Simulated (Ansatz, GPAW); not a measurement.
# A 8-layer slab of Pt(100): converging a work function

Aim: the settings at which the work function of a 8-layer slab of Pt(100) stops moving.

Method: Ansatz plane waves; slab in vacuum with a dipole correction, relaxation, in the first sound run; inputs show where later runs differ, in GPAW 26.7.0 and Ansatz 0.2.0.

This is a report of a sequence of runs, with most program output left out.

**1. Starting point**

The cell holds 8 atoms: 8 Pt. Cell: a = 2.772 Å, b = 2.772 Å, c = 31.720 Å, α = 90.0°, β = 90.0°, γ = 90.0°. Vacuum lies along c.

**2. Relaxing the atoms**

The atoms are relaxed first, since the surface dipole, and with it the work function, follows the positions of the outer layers. The lowest 4 atoms are held at bulk positions and keep their forces.

Input file input.yaml:

```yaml
crystal:
  lattice:
    - [2.7718585823, 0.0, 0.0]
    - [0.0, 2.7718585823, 0.0]
    - [0.0, 0.0, 31.72]
  atoms:
    - { symbol: Pt, position: [0.5, 0.5, 0.2837326608] }
    - { symbol: Pt, position: [0.0, 0.0, 0.3455233291] }
    - { symbol: Pt, position: [0.5, 0.5, 0.4073139975] }
    - { symbol: Pt, position: [0.0, 0.0, 0.4691046658] }
    - { symbol: Pt, position: [0.5, 0.5, 0.5308953342] }
    - { symbol: Pt, position: [0.0, 0.0, 0.5926860025] }
    - { symbol: Pt, position: [0.5, 0.5, 0.6544766709] }
    - { symbol: Pt, position: [0.0, 0.0, 0.7162673392] }
kpoints:
  mp_grid: { grid: [11, 11, 1] }
hamiltonian:
  xc: pbe
scf:
  occupations: { method: fermi_dirac, width: 0.1 }
efield:
  axis: 3
  dipole_correction: true
  ramp_width: 0.05
relax:
  f_tol: 0.02
  max_steps: 60
  constraints: [{ sites: [0, 1, 2, 3] }]
output:
  write_potential: true
  write_density: true
  volumetric_format: npy
```

On the command line:

```bash
ansatz run input.yaml --threads 4 --pin off --max-ram 8192MiB --backend cpu --events-out ev --progress --plain --runs-dir out
```

It took 42 s on 4 threads of Arm Neoverse V1, shared host; peak memory 0.87 GiB.

The steps of the relaxation:

| step | energy less that of the first step (eV) | largest force component (eV/Å) |
| --- | --- | --- |
| 1 | 0.0000 | 0.3256 |
| 2 | -0.0440 | 0.1366 |
| 3 | -0.0449 | 0.0150 |
| 4 | -0.0449 | 0.0149 |

The run keeps the 8 symmetry operations that it works with, so distortions that break them were not tested.

The atoms that moved most (Å):

| atom | dx | dy | dz | length |
| --- | --- | --- | --- | --- |
| Pt8 | 0.000 | 0.000 | 0.191 | 0.191 |
| Pt7 | 0.000 | 0.000 | 0.186 | 0.186 |
| Pt6 | 0.000 | 0.000 | 0.134 | 0.134 |
| Pt5 | 0.000 | 0.000 | 0.070 | 0.070 |

This step gave:

| Property | Result |
| --- | --- |
| free energy | -100182.5523 eV |
| smearing term TS | 0.4696 eV |
| symmetry operations | 8 |
| upper work function | 5.691 eV |
| lower work function | 5.681 eV |
| dipole along the normal | -4.11e-4 e·Å |
| dipole field | -3.05e-4 V/Å |
| vacuum level above | 14.36 eV |
| vacuum level below | 14.35 eV |

The electrostatic potential energy of an electron (with the applied field's), less the Fermi level, planar mean oscillates, so the rows of the table below give means over windows of 1.98 Å about each position, cut where the curve ends. Its maxima inside the range that stand out by 2 % of the span (Å: eV): 10.0: -2.73, 11.9: -3.18, 14.0: -3.18, 15.9: -2.14, 17.9: -2.14, 20.0: -2.36, 21.9: -2.79. Its minima: 9.0: -20.0, 11.0: -20.4, 12.9: -20.5, 14.8: -20.4, 16.9: -20.4, 18.9: -20.4, 21.0: -20.3, 22.9: -20.0.

Electrostatic potential energy of an electron (with the applied field's), less the Fermi level, planar mean against z; means over each step:

| z (Å) | electrostatic potential energy of an electron (with the applied field's), less the Fermi level, planar mean (eV) |
| --- | --- |
| 0.99 | 5.68 |
| 2.97 | 5.68 |
| 4.95 | 5.68 |
| 6.93 | 5.09 |
| 8.91 | -10.9 |
| 10.89 | -12.1 |
| 12.87 | -12.2 |
| 14.85 | -12.0 |
| 16.83 | -11.8 |
| 18.81 | -11.9 |
| 20.79 | -11.9 |
| 22.77 | -11.4 |
| 24.75 | 4.51 |
| 26.73 | 5.69 |
| 28.71 | 5.69 |
| 30.69 | 5.69 |

The valence density, planar mean oscillates, so the rows of the table below give means over windows of 2.06 Å about each position, cut where the curve ends. Its maxima inside the range that stand out by 2 % of the span (Å: e/Å³): 9.0: 2.03, 11.0: 2.05, 12.9: 2.07, 14.8: 2.05, 16.9: 2.06, 18.9: 2.06, 21.0: 2.05, 22.9: 2.04. Its minima: 10.0: 0.444, 11.9: 0.449, 14.0: 0.451, 15.9: 0.400, 17.9: 0.402, 20.0: 0.411, 21.9: 0.445.

Valence density, planar mean against z; means over each step:

| z (Å) | valence density, planar mean (e/Å³) |
| --- | --- |
| 5.15 | 1.8e-4 |
| 7.21 | 0.0705 |
| 9.27 | 1.15 |
| 11.33 | 1.18 |
| 13.39 | 1.19 |
| 15.45 | 1.16 |
| 17.51 | 1.16 |
| 19.57 | 1.17 |
| 21.63 | 1.21 |
| 23.69 | 0.800 |
| 25.75 | 0.00320 |
| 27.81 | 1.0e-5 |

The relaxation lowered the energy of the cell by 0.0449 eV.

**3. Plane waves, PBE**

With the geometry fixed, the planar mean of the potential gives the vacuum level on each side.

This step: GPAW, PAW setups; slab in vacuum (GPAW 26.7.0).

Input file run.py:

```python
import json
import numpy as np
from ase import Atoms
from gpaw import GPAW, PW

slab = Atoms(
    ['Pt', 'Pt', 'Pt', 'Pt', 'Pt', 'Pt', 'Pt', 'Pt'],
    positions=[
        [1.38593, 1.38593, 9.00000],
        [0.00000, 0.00000, 10.96000],
        [1.38593, 1.38593, 12.92000],
        [0.00000, 0.00000, 14.88000],
        [1.38593, 1.38593, 16.91010],
        [0.00000, 0.00000, 18.93366],
        [1.38593, 1.38593, 20.94627],
        [0.00000, 0.00000, 22.91137]],
    cell=[[2.77186, 0.0, 0.0], [0.0, 2.77186, 0.0], [0.0, 0.0, 31.72]],
    pbc=[True, True, False])

slab.calc = GPAW(mode=PW(400), xc='PBE', kpts={'size': (11, 11, 1), 'gamma': True},
                 occupations={'name': 'fermi-dirac', 'width': 0.1}, nbands='160%',
                 convergence={'density': 1e-05}, maxiter=200,
                 poissonsolver={'dipolelayer': 'xy'},
                 symmetry={'tolerance': 1e-3}, txt='slab.txt')
result = {}
energy = slab.get_potential_energy()
fermi = slab.calc.get_fermi_level()
v = slab.calc.get_electrostatic_potential().mean((0, 1)) - fermi
n = slab.calc.get_pseudo_density().mean((0, 1))
L = slab.cell[2, 2]
z = np.arange(len(v)) * L / len(v)
low, high = slab.positions[:, 2].min(), slab.positions[:, 2].max()
below, above = np.interp([low - 6.8, high + 6.8], z, v)
slopes = [np.interp(x, z, np.gradient(v, z)) for x in (low - 6.8, high + 6.8)]
eps = np.array([[slab.calc.get_eigenvalues(k, s) for k in range(len(slab.calc.get_ibz_k_points()))]
                for s in range(slab.calc.get_number_of_spins())]) - fermi
top, bottom = eps[eps < 0].max(), eps[eps > 0].min()
dipole = slab.get_dipole_moment()[2]
print(f'energy {energy:.4f} eV, Fermi level {fermi:.4f} eV, dipole {dipole:.5f} e A')
print(f'potential 6.8 A off the faces, from the Fermi level: lower {below:.4f} eV, upper {above:.4f} eV')
print(f'slope of the potential there: lower {slopes[0]:.5f}, upper {slopes[1]:.5f} eV/A')
print(f'nearest levels on the mesh: {top:.4f} and {bottom:.4f} eV')
print('magnetic moment', round(slab.get_magnetic_moment(), 3))
result.update(energy=energy, fermi=fermi, dipole=dipole, below=below, above=above, slopes=slopes, edges=[top, bottom],
              z=z.tolist(), v=v.tolist(), n=n.tolist(), positions=slab.positions.tolist(),
              forces=slab.get_forces(apply_constraint=False).tolist(), moments=slab.get_magnetic_moments().tolist())
json.dump(result, open('result.json', 'w'))
```

On the command line:

```bash
OMP_NUM_THREADS=1 OPENBLAS_NUM_THREADS=1 python run.py
```

Run time: 26 min. Hardware: 1 thread; peak memory 0.37 GiB.

This step gave:

| Item | Value |
| --- | --- |
| dipole along the normal | -3.37e-4 e·Å |
| levels nearest the Fermi level on the mesh | -0.02029, 0.003362 eV from the Fermi level |
| upper work function | 5.661 eV |
| lower work function | 5.654 eV |

The electrostatic potential energy of an electron (without an applied field's), less the Fermi level, planar mean oscillates, so the rows of the table below give means over windows of 2 Å about each position, cut where the curve ends. Its maxima inside the range that stand out by 2 % of the span (Å: eV): 9.9: -2.60, 12.0: -2.91, 13.9: -2.85, 15.9: -2.00, 17.9: -2.01, 20.0: -2.18, 21.9: -2.48. Its minima: 9.0: -22.3, 11.0: -22.8, 12.9: -23.0, 14.9: -22.9, 16.9: -22.8, 18.9: -22.7, 20.9: -22.9, 22.9: -22.4.

The electrostatic potential energy of an electron (without an applied field's), less the Fermi level, planar mean by z; means over each step:

| z (Å) | electrostatic potential energy of an electron (without an applied field's), less the Fermi level, planar mean (eV) |
| --- | --- |
| 1.00 | 5.65 |
| 3.00 | 5.65 |
| 5.00 | 5.65 |
| 7.00 | 4.93 |
| 9.00 | -10.9 |
| 11.00 | -11.9 |
| 13.00 | -12.0 |
| 15.00 | -11.7 |
| 17.00 | -11.6 |
| 19.00 | -11.7 |
| 21.00 | -11.7 |
| 23.00 | -10.7 |
| 25.00 | 5.10 |
| 27.00 | 5.66 |
| 29.00 | 5.66 |
| 31.00 | 5.66 |

The pseudo valence density, planar mean oscillates, so the rows of the table below give means over windows of 1.94 Å about each position, cut where the curve ends. Its maxima inside the range that stand out by 2 % of the span (Å: e/Å³): 9.1: 2.06, 11.0: 2.10, 12.9: 2.11, 14.9: 2.11, 16.8: 2.05, 19.0: 2.08, 20.9: 2.11, 22.9: 2.08. Its minima: 9.9: 0.432, 11.9: 0.433, 13.8: 0.436, 16.0: 0.393, 17.9: 0.390, 19.9: 0.406, 22.0: 0.434.

Table of pseudo valence density, planar mean by z; means over each step:

| z (Å) | pseudo valence density, planar mean (e/Å³) |
| --- | --- |
| 4.85 | 7.3e-5 |
| 6.79 | 0.0172 |
| 8.73 | 0.988 |
| 10.67 | 1.07 |
| 12.61 | 1.07 |
| 14.55 | 1.06 |
| 16.49 | 1.04 |
| 18.43 | 1.04 |
| 20.37 | 1.03 |
| 22.31 | 1.05 |
| 24.25 | 0.217 |
| 26.19 | 8.4e-4 |
| 28.13 | 4.1e-6 |

Force by atom:

| atom | x (eV/Å) | y (eV/Å) | z (eV/Å) | size |
| --- | --- | --- | --- | --- |
| Pt1 | 0.000 | 0.000 | -0.080 | 0.080 |
| Pt2 | 0.000 | 0.000 | -0.299 | 0.299 |
| Pt3 | 0.000 | 0.000 | -0.053 | 0.053 |
| Pt4 | 0.000 | 0.000 | 0.446 | 0.446 |
| Pt5 | 0.000 | 0.000 | 0.002 | 0.002 |
| Pt6 | 0.000 | 0.000 | -0.003 | 0.003 |
| Pt7 | 0.000 | 0.000 | -0.021 | 0.021 |
| Pt8 | 0.000 | 0.000 | 0.013 | 0.013 |

The potential is flat to 1.8e-4 eV/Å where it is read, so the vacuum is wide enough. The geometry is the other program's minimum; here the largest force on a free atom is 0.021 eV/Å.

**4. Cutoff 200**

The cutoff limits how sharply the smooth valence waves can vary, which tells mostly near the atoms.

Edit run.py of step 3 so:

```diff
@@ -19,3 +19,3 @@
 
-slab.calc = GPAW(mode=PW(400), xc='PBE', kpts={'size': (11, 11, 1), 'gamma': True},
+slab.calc = GPAW(mode=PW(200), xc='PBE', kpts={'size': (11, 11, 1), 'gamma': True},
                  occupations={'name': 'fermi-dirac', 'width': 0.1}, nbands='160%',
```

Run time: 8.3 min. Hardware: 1 thread; peak memory 0.21 GiB.

The run finished. A setting was moved off its sound value on purpose, so it serves as a test and not as the result.

The fault put into the input: a cutoff under that of the base run: the energy of the cell lies 8.2 eV from the base value (ecut = 200).

Side by side:

| quantity | this run | sound run | difference |
| --- | --- | --- | --- |
| upper work function (eV) | 5.7212 | 5.6614 | 0.0598 |
| lower work function (eV) | 5.7075 | 5.6540 | 0.0535 |

One result that differs is the upper work function, 5.72 eV against 5.66 eV.

**5. Cutoff 300**

Edit run.py of step 4 so:

```diff
@@ -19,3 +19,3 @@
 
-slab.calc = GPAW(mode=PW(200), xc='PBE', kpts={'size': (11, 11, 1), 'gamma': True},
+slab.calc = GPAW(mode=PW(300), xc='PBE', kpts={'size': (11, 11, 1), 'gamma': True},
                  occupations={'name': 'fermi-dirac', 'width': 0.1}, nbands='160%',
```

It took 14 min on 1 thread; peak memory 0.28 GiB.

The run finished. A setting was moved off its sound value on purpose, so it serves as a test and not as the result.

The fault put into the input: a cutoff under that of the base run: the energy of the cell lies 2.4 eV from the base value (ecut = 300).

The two runs compared:

| quantity | this run | sound run | difference |
| --- | --- | --- | --- |
| upper work function (eV) | 5.6806 | 5.6614 | 0.0192 |
| lower work function (eV) | 5.6751 | 5.6540 | 0.0211 |

**6. Cutoff 700: ecut = 700**

Edit run.py of step 5 so:

```diff
@@ -19,3 +19,3 @@
 
-slab.calc = GPAW(mode=PW(300), xc='PBE', kpts={'size': (11, 11, 1), 'gamma': True},
+slab.calc = GPAW(mode=PW(700), xc='PBE', kpts={'size': (11, 11, 1), 'gamma': True},
                  occupations={'name': 'fermi-dirac', 'width': 0.1}, nbands='160%',
```

Elapsed: 51 min, on 1 thread; peak memory 0.69 GiB.

This step gave:

```yaml
dipole_along_the_normal: -2.81e-4 e·Å
levels_nearest_the_fermi_level_on_the_mesh: -0.02070, 0.003557 eV from the Fermi level
upper_work_function: 5.660 eV
lower_work_function: 5.652 eV
```

The electrostatic potential energy of an electron (without an applied field's), less the Fermi level, planar mean oscillates, so the rows of the table below give means over windows of 2.02 Å about each position, cut where the curve ends. Its maxima inside the range that stand out by 2 % of the span (Å: eV): 10.0: -2.53, 12.0: -2.91, 13.8: -2.99, 15.9: -1.99, 17.9: -2.06, 19.9: -2.21, 21.9: -2.44. Its minima: 9.0: -22.4, 10.9: -22.9, 12.9: -23.0, 14.9: -22.9, 16.9: -22.8, 18.9: -22.9, 21.0: -22.9, 23.0: -22.1.

Electrostatic potential energy of an electron (without an applied field's), less the Fermi level, planar mean against z; means over each step:

z (Å), electrostatic potential energy of an electron (without an applied field's), less the Fermi level, planar mean (eV) and a bar from the least value:
```
     1.01        5.7 ##############################
     3.03        5.7 ##############################
     5.05        5.6 ##############################
     7.07        4.7 ############################
     9.09      -11.0 ##
    11.11      -11.8 
    13.13      -11.9 
    15.15      -11.6 #
    17.17      -11.5 #
    19.19      -11.6 #
    21.21      -11.7 
    23.23       -9.8 ####
    25.25        5.4 ##############################
    27.27        5.7 ##############################
    29.29        5.7 ##############################
    31.31        5.7 ##############################
```

The pseudo valence density, planar mean oscillates, so the rows of the table below give means over windows of 1.94 Å about each position, cut where the curve ends. Its maxima inside the range that stand out by 2 % of the span (Å: e/Å³): 9.1: 2.06, 11.0: 2.10, 12.9: 2.11, 14.9: 2.11, 16.8: 2.05, 18.9: 2.11, 20.9: 2.07, 23.0: 2.05. Its minima: 10.0: 0.429, 12.0: 0.428, 13.9: 0.426, 15.9: 0.387, 18.0: 0.392, 19.9: 0.397, 21.8: 0.430.

Table of pseudo valence density, planar mean by z; means over each step:

| z (Å) | pseudo valence density, planar mean (e/Å³) |
| --- | --- |
| 4.85 | 7.2e-5 |
| 6.79 | 0.0170 |
| 8.73 | 0.989 |
| 10.67 | 1.07 |
| 12.61 | 1.07 |
| 14.55 | 1.06 |
| 16.49 | 1.04 |
| 18.43 | 1.04 |
| 20.37 | 1.04 |
| 22.31 | 1.05 |
| 24.25 | 0.213 |
| 26.19 | 8.3e-4 |
| 28.13 | 3.6e-6 |

Force by atom:

| atom | x (eV/Å) | y (eV/Å) | z (eV/Å) | size |
| --- | --- | --- | --- | --- |
| Pt1 | 0.000 | 0.000 | -0.080 | 0.080 |
| Pt2 | 0.000 | 0.000 | -0.300 | 0.300 |
| Pt3 | 0.000 | 0.000 | -0.054 | 0.054 |
| Pt4 | 0.000 | 0.000 | 0.445 | 0.445 |
| Pt5 | 0.000 | 0.000 | 0.003 | 0.003 |
| Pt6 | 0.000 | 0.000 | -0.003 | 0.003 |
| Pt7 | 0.000 | 0.000 | -0.021 | 0.021 |
| Pt8 | 0.000 | 0.000 | 0.011 | 0.011 |

The upper face's work function is 5.660 eV, against 5.661 eV in the first plane-wave PBE run at this geometry.

**7. K mesh 4×4**

The mesh in the plane samples the bands: a metal's Fermi level needs it dense, and band edges must lie on it.

Edit run.py of step 6 so:

```diff
@@ -19,3 +19,3 @@
 
-slab.calc = GPAW(mode=PW(700), xc='PBE', kpts={'size': (11, 11, 1), 'gamma': True},
+slab.calc = GPAW(mode=PW(400), xc='PBE', kpts={'size': (4, 4, 1), 'gamma': True},
                  occupations={'name': 'fermi-dirac', 'width': 0.1}, nbands='160%',
```

It took 5.3 min on 1 thread; peak memory 0.25 GiB.

The run finished with changed settings (kpts = [4, 4]); it serves as a test.

The two runs compared:

| quantity | this run | sound run | difference |
| --- | --- | --- | --- |
| upper work function (eV) | 5.6157 | 5.6614 | -0.0458 |
| lower work function (eV) | 5.6149 | 5.6540 | -0.0390 |

One result that differs is the upper work function, 5.62 eV against 5.66 eV.

**8. K mesh 7×7**

Edit run.py of step 7 so:

```diff
@@ -19,3 +19,3 @@
 
-slab.calc = GPAW(mode=PW(400), xc='PBE', kpts={'size': (4, 4, 1), 'gamma': True},
+slab.calc = GPAW(mode=PW(400), xc='PBE', kpts={'size': (7, 7, 1), 'gamma': True},
                  occupations={'name': 'fermi-dirac', 'width': 0.1}, nbands='160%',
```

The job ended after 11 min (1 thread; peak memory 0.28 GiB).

The run finished with changed settings (kpts = [7, 7]); it serves as a test.

Side by side:

| quantity | this run | sound run | difference |
| --- | --- | --- | --- |
| upper work function (eV) | 5.6158 | 5.6614 | -0.0456 |
| lower work function (eV) | 5.6086 | 5.6540 | -0.0454 |

The two runs differ clearly in the upper work function: 5.62 eV against 5.66 eV.

**9. K mesh 16×16: kpts = [16, 16]**

Edit run.py of step 8 so:

```diff
@@ -19,3 +19,3 @@
 
-slab.calc = GPAW(mode=PW(400), xc='PBE', kpts={'size': (7, 7, 1), 'gamma': True},
+slab.calc = GPAW(mode=PW(400), xc='PBE', kpts={'size': (16, 16, 1), 'gamma': True},
                  occupations={'name': 'fermi-dirac', 'width': 0.1}, nbands='160%',
```

The job ended after 41 min (1 thread; peak memory 0.57 GiB).

This step gave:

* dipole along the normal: -3.82e-4 e·Å
* levels nearest the Fermi level on the mesh: -2.11e-4, 0.001724 eV from the Fermi level
* upper work function: 5.650 eV
* lower work function: 5.642 eV

The upper face's work function is 5.650 eV, against 5.661 eV in the first plane-wave PBE run at this geometry.

(Continued in part 2 of 2.)

[Logs are printed without paths, hosts, clocks, repeated set-up lines and the standing remarks that a program may print on its own settings, such as how far it seeks lower states.]

[Hosts, paths, dates, database ids (printed as entryN), source tags and the programs' standing remarks are cut or masked in the printed files.]
